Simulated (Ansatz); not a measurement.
**InGe2 (built on the sites of a database entry of ScSi2): from the cell to its phonons**

Wanted: phonon frequencies of InGe2 (built on the sites of a database entry of ScSi2) and what follows from them.

Calculated with Ansatz 0.2.0; DFT PBE, scalar-relativistic, plane waves, norm-conserving pseudopotentials.

Most raw output is cut from this account.

The structure was built from a prototype and need not be the compound's stable phase.

## (1) Set-up

It takes space group P6/mmm (No. 191, hexagonal). Conventional cell: a = 3.478 Å, b = 3.478 Å, c = 3.678 Å, α = 90.00°, β = 90.00°, γ = 120.00°. Nearest to In lie 12 Ge at 2.72 Å. Nearest to Ge lie 3 Ge at 2.01 Å and 6 In at 2.72 Å. Farther neighbours are not listed.

## (2) Coarse relaxation

A rough relaxation comes first, because large forces or stress need no tight tolerances yet.

input.yaml

```yaml
crystal:
  lattice:
    - [3.47837, 0.0, 0.0]
    - [-1.73919, 3.01236, 0.0]
    - [0.0, 0.0, 3.67795]
  atoms:
    - { symbol: In, position: [0.0, 0.0, 0.0] }
    - { symbol: Ge, position: [0.3333333333, 0.6666666667, 0.5] }
    - { symbol: Ge, position: [0.6666666667, 0.3333333333, 0.5] }
kpoints:
  mp_grid: { grid: [6, 6, 6] }
hamiltonian:
  xc: pbe
  pseudopotentials: { kind: nc }
scf:
  occupations: { method: gaussian, width: 0.1 }
output:
  forces: true
  stress: true
  eigenvalues: true
relax:
  adjacent_minimum: "off"
  f_tol: 0.05
  max_steps: 80
  cell: { stress_tol: 0.5 }
```

Run with:

```
$ ansatz run input.yaml --threads 8 --pin off --max-ram 14336MiB --backend cpu --events-out ev --progress --plain --runs-dir out
```

Elapsed: 12 s, on 8 threads of Arm Neoverse V2, shared host; peak memory 0.67 GiB; 86 s of CPU time.

The steps of the relaxation:

| step | energy less that of the first step (eV) | largest force component (eV/Å) | pressure (GPa) | volume (Å³) |
| --- | --- | --- | --- | --- |
| 1 | 0.0000 | 0.0000 | 140.44 | 38.54 |
| 2 | -3.6324 | 0.0000 | 84.43 | 43.53 |
| 3 | -5.8635 | 0.0000 | 44.42 | 48.86 |
| 4 | -6.8232 | 0.0000 | 5.51 | 54.66 |
| 5 | -6.8366 | 0.0000 | -1.05 | 55.63 |
| 6 | -6.8372 | 0.0000 | 0.03 | 55.50 |
| 7* | -7.5846 | 0.0000 | 25.42 | 55.50 |
| 8 | -8.0796 | 0.0000 | 16.49 | 59.16 |
| 9 | -8.5489 | 0.0000 | 5.41 | 65.90 |
| 10 | -8.6067 | 0.0000 | -0.78 | 69.74 |
| 11 | -8.6081 | 0.0000 | 0.06 | 69.22 |
| 12* | -8.6941 | 0.0000 | 3.37 | 69.22 |
| 13 | -8.7274 | 0.0000 | 1.64 | 71.44 |
| 14 | -8.7399 | 0.0000 | 0.10 | 73.99 |
| 15* | -8.7423 | 0.0000 | 0.20 | 73.99 |

Relaxation steps marked * repeat the geometry before them on a plane-wave basis chosen anew for their cell, so energy and pressure can jump there.

The run keeps the 24 symmetry operations that it works with, so distortions that break them were not tested.

| cell as run | before | after | change |
| --- | --- | --- | --- |
| a (Å) | 3.478 | 4.428 | +27.3 % |
| b (Å) | 3.478 | 4.428 | +27.3 % |
| c (Å) | 3.678 | 4.358 | +18.5 % |
| volume (Å³/atom) | 12.85 | 24.66 | +92.0 % |

The relaxed structure:

```cif
data_structure
_symmetry_space_group_name_H-M 'P 1'
_symmetry_Int_Tables_number 1
_cell_length_a 4.4277
_cell_length_b 4.4277
_cell_length_c 4.3577
_cell_angle_alpha 90.000
_cell_angle_beta 90.000
_cell_angle_gamma 120.000
_cell_volume 73.99
loop_
_atom_site_label
_atom_site_type_symbol
_atom_site_fract_x
_atom_site_fract_y
_atom_site_fract_z
_atom_site_occupancy
In1 In 0.00000 0.00000 0.00000 1
Ge2 Ge 0.33333 0.66667 0.50000 1
Ge3 Ge 0.66667 0.33333 0.50000 1
```

This step gave:

| Quantity | Value |
| --- | --- |
| pressure | 0.2007 GPa |
| volume per atom | 24.66 Å³ |
| gap on the k-mesh | 0 eV |

In this step the volume went from 12.85 to 24.66 Å³/atom.

## (3) Bringing the structure to rest

The cell and atoms are relaxed, since residual forces and stress would shift the frequencies.

input.yaml

```yaml
crystal:
  lattice:
    - [4.427731015, 3.6746e-06, 0.0]
    - [-2.2138686898, 3.8345257028, 0.0]
    - [0.0, 0.0, 4.3576651572]
  atoms:
    - { symbol: In, position: [0.0, 0.0, 0.0] }
    - { symbol: Ge, position: [0.3333333333, 0.6666666667, 0.5] }
    - { symbol: Ge, position: [0.6666666667, 0.3333333333, 0.5] }
kpoints:
  mp_grid: { grid: [12, 12, 10] }
hamiltonian:
  xc: pbe
  pseudopotentials: { kind: nc }
scf:
  occupations: { method: gaussian, width: 0.1 }
output:
  forces: true
  stress: true
  eigenvalues: true
  write_density: true
  write_potential: true
  elf: true
  volumetric_format: npy
relax:
  adjacent_minimum: "off"
  f_tol: 0.005
  max_steps: 80
  cell: { stress_tol: 0.05 }
```

Elapsed: 23 s, on 8 threads; peak memory 0.99 GiB; 3 min of CPU time.

Step by step:

| step | energy less that of the first step (eV) | largest force component (eV/Å) | pressure (GPa) | volume (Å³) |
| --- | --- | --- | --- | --- |
| 1 | 0.0000 | 0.0000 | 0.21 | 73.99 |
| 2 | -0.0037 | 0.0000 | -0.03 | 73.97 |
| 3 | -0.0063 | 0.0000 | 0.11 | 72.79 |
| 4 | -0.0063 | 0.0000 | -0.03 | 73.08 |
| 5* | -0.0064 | 0.0000 | -0.02 | 73.08 |

Relaxation steps marked * repeat the geometry before them on a plane-wave basis chosen anew for their cell, so energy and pressure can jump there.

The run keeps the 24 symmetry operations that it works with, so distortions that break them were not tested.

| conventional cell, symmetrised | before | after | change |
| --- | --- | --- | --- |
| a (Å) | 4.428 | 4.473 | +1.0 % |
| b (Å) | 4.428 | 4.473 | +1.0 % |
| c (Å) | 4.358 | 4.217 | -3.2 % |
| volume (Å³/atom) | 24.66 | 24.36 | -1.2 % |

The relaxed structure:

```cif
data_structure
_symmetry_space_group_name_H-M 'P 1'
_symmetry_Int_Tables_number 1
_cell_length_a 4.4730
_cell_length_b 4.4730
_cell_length_c 4.2174
_cell_angle_alpha 90.000
_cell_angle_beta 90.000
_cell_angle_gamma 120.000
_cell_volume 73.08
loop_
_atom_site_label
_atom_site_type_symbol
_atom_site_fract_x
_atom_site_fract_y
_atom_site_fract_z
_atom_site_occupancy
In1 In 0.00000 0.00000 0.00000 1
Ge2 Ge 0.33333 0.66667 0.50000 1
Ge3 Ge 0.66667 0.33333 0.50000 1
```

This step gave:

```
pressure        : -0.02354 GPa
volume per atom : 24.36 Å³
```

Valence density in the ab plane at fractional z = 0.500, with atoms of Ge within 0.2 Å of it. It is the smooth field of the valence electrons, not physical close to the nuclei.

Ten even steps from '0' (0 e/Å³) to '9' (11 e/Å³), each cell a mean:
```
00000000000000
00000000000000
00002651000000
00038792000000
00184561000000
00199810000000
00133100012100
00000000169500
00000001857600
00000003948200
00000003983000
00000001110000
00000000000000
00000000000000
```
Columns run along a (4.5 Å), rows up along b (4.5 Å). Atoms in or near the plane, at fractional coordinates: Ge at (0.33, 0.67), Ge at (0.67, 0.33).

ELF in the ab plane at fractional z = 0.500, with atoms of Ge within 0.2 Å of it. It is the smooth field of the valence electrons, not physical close to the nuclei.

Ten even steps from '_' (0.07) to '@' (0.59), each cell a mean:
```
____..--**%%%%%%%%**--______
__..--++++--::--**++::______
..--++==--****::==++--..____
==**======..**--++**----::--
##**::++____++--####**++++**
@@**--**--++--##@@##++==**%%
@@**::++==--##@@##----::--%%
@@##==--==##@@##--++****::%%
##******##%%##--++__..**--%%
========++##====--__==--++**
......::==**--++**++====++--
______..==**==::--::==++--..
______..==**##********--..__
______..==##@@@@@@##==..____
```
Columns run along a (4.5 Å), rows up along b (4.5 Å). Atoms in or near the plane, at fractional coordinates: Ge at (0.33, 0.67), Ge at (0.67, 0.33).

Electrostatic potential energy in the ab plane at fractional z = 0.500, with atoms of Ge within 0.2 Å of it. With pseudopotentials it is smooth inside the atoms' cores, unlike the true potential.

Values in eV, 14 rows by 14 columns, each cell a mean:
```
 12  12  12  11   8   5   3   3   6   9  11  12  12  12
 12  12  11   7   0 -10 -14  -6   3   8  11  12  12  12
 12  11   7  -4 -28 -52 -47 -22   1   8  11  12  12  12
 11   8  -2 -37 -79 -96 -70 -25   2   9  11  11  11  11
  9   4 -16 -69 -96 -96 -56 -13   5   9   9   8   8   9
  7  -1 -27 -72 -87 -65 -22   1   7   5   2   1   3   6
  6   0 -18 -39 -37 -16   1   5   1 -13 -25 -22  -6   3
  6   3  -3  -7  -3   3   6   1 -22 -56 -70 -47 -14   3
  8   8   6   6   8   8   3 -16 -65 -96 -96 -52 -10   5
 10  10  10  10  10   8  -3 -37 -87 -96 -79 -28   0   8
 12  12  12  12  10   6  -7 -39 -72 -69 -37  -4   7  11
 12  12  12  12  10   6  -3 -18 -27 -16  -2   7  11  12
 12  12  12  12  10   8   3   0  -1   4   8  11  12  12
 12  12  12  12  10   8   6   6   7   9  11  12  12  12
```
Columns run along a (4.5 Å; values clipped at the 3rd and 97th percentile), rows up along b (4.5 Å). Atoms in or near the plane, at fractional coordinates: Ge at (0.33, 0.67), Ge at (0.67, 0.33).

In this step the volume went from 24.66 to 24.36 Å³/atom.

## (4) Tight relaxation

Phonons need a cell at rest on their own settings, so the relaxation is repeated with tight tolerances on forces and stress on the k mesh and occupations of the first response run.

input.yaml

```yaml
crystal:
  lattice:
    - [4.4729925515, 3.7122e-06, 0.0]
    - [-2.2364994906, 3.8737233245, 0.0]
    - [0.0, 0.0, 4.2173874881]
  atoms:
    - { symbol: In, position: [0.0, 0.0, 0.0] }
    - { symbol: Ge, position: [0.3333333333, 0.6666666667, 0.5] }
    - { symbol: Ge, position: [0.6666666667, 0.3333333333, 0.5] }
kpoints:
  mp_grid: { grid: [12, 12, 12] }
hamiltonian:
  xc: pbe
  pseudopotentials: { kind: nc }
scf:
  occupations: { method: methfessel_paxton, width: 0.2 }
output:
  forces: true
  stress: true
  eigenvalues: true
relax:
  adjacent_minimum: "off"
  f_tol: 0.001
  max_steps: 60
  cell: { stress_tol: 0.01 }
```

Run time: 26 s. Hardware: 8 threads; peak memory 1 GiB; 3.4 min of CPU time.

Step by step:

| step | energy less that of the first step (eV) | largest force component (eV/Å) | pressure (GPa) | volume (Å³) |
| --- | --- | --- | --- | --- |
| 1 | 0.0000 | 0.0000 | -0.04 | 73.08 |
| 2 | -0.0001 | 0.0000 | -0.02 | 72.97 |
| 3 | -0.0003 | 0.0000 | -0.07 | 72.74 |
| 4 | -0.0003 | 0.0000 | 0.03 | 72.62 |
| 5 | -0.0003 | 0.0000 | 0.00 | 72.68 |
| 6* | -0.0003 | 0.0000 | 0.00 | 72.68 |

Relaxation steps marked * repeat the geometry before them on a plane-wave basis chosen anew for their cell, so energy and pressure can jump there.

Forces are held to the 24 operations that the run works with; a distortion that breaks them can't arise in this run.

| conventional cell, symmetrised | before | after | change |
| --- | --- | --- | --- |
| a (Å) | 4.473 | 4.481 | +0.2 % |
| b (Å) | 4.473 | 4.481 | +0.2 % |
| c (Å) | 4.217 | 4.179 | -0.9 % |
| volume (Å³/atom) | 24.36 | 24.23 | -0.5 % |

The relaxed structure:

```
In Ge
1.0
     4.48131    0.00000    0.00000
    -2.24066    3.88093    0.00000
     0.00000    0.00000    4.17897
In Ge
1 2
Direct
  0.00000 0.00000 0.00000
  0.33333 0.66667 0.50000
  0.66667 0.33333 0.50000
```

Numbers from this step:

| Property | Result |
| --- | --- |
| pressure | -0.001937 GPa |
| volume per atom | 24.23 Å³ |

The forces vanish by symmetry and the pressure is -0.002 GPa, within the tolerances set. The cell now holds 24.23 Å³/atom.

## (5) Linear response at the zone centre

The zone centre comes first: it holds the modes that light can see, as far as symmetry allows. No field response is asked, since the mesh shows no gap.

input.yaml, the sections that differ from step 4:

```yaml
crystal:
  lattice:
    - [4.4813099044, 3.7191e-06, 0.0]
    - [-2.240658173, 3.8809263599, 0.0]
    - [0.0, 0.0, 4.1789659809]
  atoms:
    - { symbol: In, position: [0.0, 0.0, 0.0] }
    - { symbol: Ge, position: [0.3333333333, 0.6666666667, 0.5] }
    - { symbol: Ge, position: [0.6666666667, 0.3333333333, 0.5] }
output:
  eigenvalues: true
phonons:
  method: dfpt
# kpoints, hamiltonian, scf: as in step 4
# relax: removed
```

The job ended after 2.5 min (8 threads; peak memory 8.1 GiB).

Numbers from this step:

* sum-rule residual before enforcement: 2.03e-4 eV/Å²
* point group: 6/mmm
* highest optical mode at the zone centre (no LO-TO term): 204.4 cm⁻¹
* lowest optical zone-centre mode: -49.64 cm⁻¹

Patterns of degenerate modes are one choice out of their space. Modes at Γ, with each element's share of the kinetic energy (negative means imaginary):

| mode | frequency (cm⁻¹) | symmetry | In % | Ge % |
| --- | --- | --- | --- | --- |
| 1 | -49.6 | B1g | 0 | 100 |
| 2 | 0.0 | acoustic | 44 | 56 |
| 3 | 0.0 | acoustic | 44 | 56 |
| 4 | 0.0 | acoustic | 44 | 56 |
| 5 | 50.2 | E1u | 56 | 44 |
| 6 | 50.2 | E1u | 56 | 44 |
| 7 | 94.0 | A2u | 56 | 44 |
| 8 | 204.4 | E2g | 0 | 100 |
| 9 | 204.4 | E2g | 0 | 100 |

Displacements in mode 1 (-49.6 cm⁻¹), the largest set to 1:
```
In1  0.00  0.00  0.00
Ge2  0.00  0.00  1.00
Ge3  0.00  0.00 -1.00
```

Displacements in mode 9 (204.4 cm⁻¹), the largest set to 1:
```
In1  0.00  0.00  0.00
Ge2  1.00 -0.08  0.00
Ge3 -1.00  0.08  0.00
```

Before it was imposed, the acoustic sum rule was missed by 2.0e-4 eV/Å². Small misses are needed for a sound result but don't prove that mesh and cutoff are converged. The lowest optical mode is imaginary, 49.6i cm⁻¹, so the energy falls along it.

## (6) Response at finite wavevector

The mesh has a single point along some directions, so zone-edge points there are not solved. Linear response on a 1×1×2 q mesh gives force constants as far as a supercell of that size would.

input.yaml, as its differences from that of step 5:

```diff
@@ -20 +20,9 @@
   method: dfpt
+  qmesh: [1, 1, 2]
+  temperatures: { t_max: 1000, t_step: 50 }
+  qpath:
+    path:
+      - [[0.0, 0.0, 0.0], [0.5, 0.0, 0.0], [0.33333333, 0.33333333, 0.0], [0.0, 0.0, 0.0], [0.0, 0.0, 0.5], [0.5, 0.0, 0.5], [0.33333333, 0.33333333, 0.5], [0.0, 0.0, 0.5]]
+      - [[0.5, 0.0, 0.5], [0.5, 0.0, 0.0]]
+      - [[0.33333333, 0.33333333, 0.5], [0.33333333, 0.33333333, 0.0]]
+    npoints: 10
```

Run time: 3.4 min. Hardware: 8 threads; peak memory 6.5 GiB; 27 min of CPU time.

This step gave:

* sum-rule residual before enforcement: 4.15e-4 eV/Å²
* lowest optical zone-centre mode: -49.65 cm⁻¹
* lowest mode on the q mesh (acoustic modes at Γ apart): -62.12 cm⁻¹
* highest frequency at a solved wavevector (no LO-TO term at Γ): 204.4 cm⁻¹

Frequencies (cm⁻¹) solved at each irreducible wavevector; negative means imaginary. Frequencies by wavevector, by row:

| q in reciprocal lattice units | star | mode 1 | mode 2 | mode 3 | mode 4 | mode 5 | mode 6 | mode 7 | mode 8 | mode 9 |
| --- | --- | --- | --- | --- | --- | --- | --- | --- | --- | --- |
| 0 0 0 | 1 | -49.6 | 0 | 0 | 0 | 50.2 | 50.2 | 94 | 204.4 | 204.4 |
| 0 0 -0.5 | 1 | -62.1 | 44.8 | 44.8 | 46.7 | 46.7 | 67.6 | 77.7 | 196 | 196 |

Symmetry leaves 2 wavevectors to solve. The lowest mode among them, the acoustic zeros apart, lies at q = (0, 0, -0.5) and is imaginary, 62.1i cm⁻¹, so the energy falls along it.

## (7) Another isotope, element Ge, natural mass 72.63 amu

An isotope changes the mass and not the force constants, so no new electronic calculation is needed; the shifts show which modes move this element.

The same force constants with the mass of Ge changed from 72.630 to 75.921 u (phonopy, no LO-TO term). Both lists are sorted by frequency; levels can cross, so a row need not hold one and the same mode. Modes under 3 cm⁻¹ are left out. Isotope shifts, by row:

| q | rank | natural mass (cm⁻¹) | changed mass (cm⁻¹) |
| --- | --- | --- | --- |
| 0 0 0 | 1 | -49.65 | -48.56 |
| 0 0 0 | 5 | 50.16 | 49.68 |
| 0 0 0 | 6 | 50.16 | 49.68 |
| 0 0 0 | 7 | 93.97 | 93.07 |
| 0 0 0 | 8 | 204.4 | 199.9 |
| 0 0 0 | 9 | 204.4 | 199.9 |
| 0 0 -0.5 | 1 | -62.12 | -60.76 |
| 0 0 -0.5 | 2 | 44.76 | 43.78 |
| 0 0 -0.5 | 3 | 44.76 | 43.78 |
| 0 0 -0.5 | 4 | 46.66 | 46.66 |
| 0 0 -0.5 | 5 | 46.66 | 46.66 |
| 0 0 -0.5 | 6 | 67.62 | 66.14 |
| 0 0 -0.5 | 7 | 77.67 | 77.67 |
| 0 0 -0.5 | 8 | 196 | 191.7 |
| 0 0 -0.5 | 9 | 196 | 191.7 |

A mode of this element alone would shift by -2.19 %. The highest zone-centre frequency without the field goes from 204.4 to 199.9 cm⁻¹ (-2.2 %).

## (8) Isotope substitution, element In, natural mass 114.818 amu

The same for In, from 114.82 to 112.90 u.

A mode of this element alone would shift by +0.84 %. The highest zone-centre frequency without the field goes from 204.4 to 204.4 cm⁻¹ (+0.0 %).

## (9) Outcome

```json
{
 "space group after relaxation (within 0.01 Å)": "P6/mmm",
 "volume per atom": "24.2 Å³",
 "electronic character": "no gap on this mesh",
 "highest optical mode at the zone centre (no LO-TO term)": "204 cm⁻¹",
 "lowest optical zone-centre mode": "-49.6 cm⁻¹",
 "lowest mode on the q mesh (acoustic modes at Γ apart)": "-62.1 cm⁻¹",
 "imaginary modes on the 1×1×2 q mesh": "yes"
}
```

What this shows: Modes are clearly imaginary (beyond 10i cm⁻¹) at 2 of the 2 irreducible wavevectors, most at q = (0, 0, -0.5) (62.1i cm⁻¹), so this structure is not a minimum of the energy. The optical modes at Γ span -50 to 204 cm⁻¹ (negative means imaginary). The highest mode in this list at Γ, 204.4 cm⁻¹, is mostly motion of Ge (100 % of the kinetic energy). The q mesh is too sparse to interpolate, so only the solved wavevectors are given. With no gap, or one that is small against the smearing, the frequencies hang on the k mesh and the smearing, most of all near Kohn anomalies. The phonon runs are without spin polarisation, although the cell has an odd electron count. A phonon run warned that its eigensolver left some bands unconverged in a pass. The starting cell was built on a prototype and not taken from a measurement, so the phase need not exist. These are harmonic frequencies at zero temperature: anharmonic shifts, linewidths and thermal expansion are left out.

[Logs are printed without paths, hosts, clocks, repeated set-up lines and the standing remarks that a program may print on its own settings, such as how far it seeks lower states.]

[Hosts, paths, dates, database ids (printed as entryN), source tags and the programs' standing remarks are cut or masked in the printed files.]
